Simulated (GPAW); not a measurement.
# Surface energy and work function of Au(110) from slabs of 4 to 14 layers (LDA)

How do energy and work function of Au(110) films settle with thickness, and what surface energy follows?

Set-up. GPAW 26.7.0, plane waves at 450 eV with PAW setups; symmetric 1×1 slabs cut at the tabulated lattice constant (two decimals; low-temperature values for the alkali metals), atoms at bulk places, 7.5 Å of vacuum on each side, one in-plane mesh for all thicknesses, Fermi-Dirac smearing of 0.1 eV. Energies are extrapolated to zero smearing and count from the program's reference atoms. Functional LDA. The cell's area is 11.771 Å².

What came out, but for one run:

| layers | energy (eV) | work function (eV) |
| --- | --- | --- |
| 4 | −15.1922 | 5.37 |
| 5 | −19.5769 | 5.38 |
| 6 | −23.9020 | 5.37 |
| 7 | −28.2757 | 5.36 |
| 8 | −32.6041 | 5.39 |
| 9 | −36.9773 | 5.35 |
| 10 | −41.3134 | 5.39 |
| 11 | −45.6726 | 5.35 |
| 12 | −50.0109 | 5.39 |
| 14 | ? | ? |

To predict: What surface energy do these runs give, and what energy and work function should the 14-layer slab have?

Worked answer. A slab of n layers has E(n) = nε + 2Aγ once its middle is bulk-like. A line through n = 6 to 12 has the slope ε = −4.3511 eV a layer and the intercept 2Aγ = 2.1944 eV (r.m.s. residual 9.2 meV). So γ = 2.1944 / (2 × 11.771 Å²) = 0.0932 eV/Å² = 1.49 J/m², with a standard error of about 0.01 J/m² from the scatter about the line. For 14 layers: 2.1944 + 14 × (−4.3511) = −58.720 eV; the run gives −58.714 eV, 7.0 meV over the line. The work function has no such law: from 6 to 12 layers it moves between 5.35 and 5.39 eV (mean 5.37), and the 14-layer slab gives 5.38 eV. The thinnest slab, 4 layers, lies 0.00 eV from that mean. The values go up and down with thickness, as expected where levels confined across the film cross the Fermi level one by one. The measured value for this face is 5.16 eV (“Anisotropic work function of elemental crystals” (2019, arxiv:1902.07811)), for a face that reconstructs.

Caveats: The surfaces are unrelaxed, so γ is an upper bound for this functional and lattice constant. The tabulated lattice constant isn't the functional's own, which strains the slab a little. Spin-orbit coupling is left out.
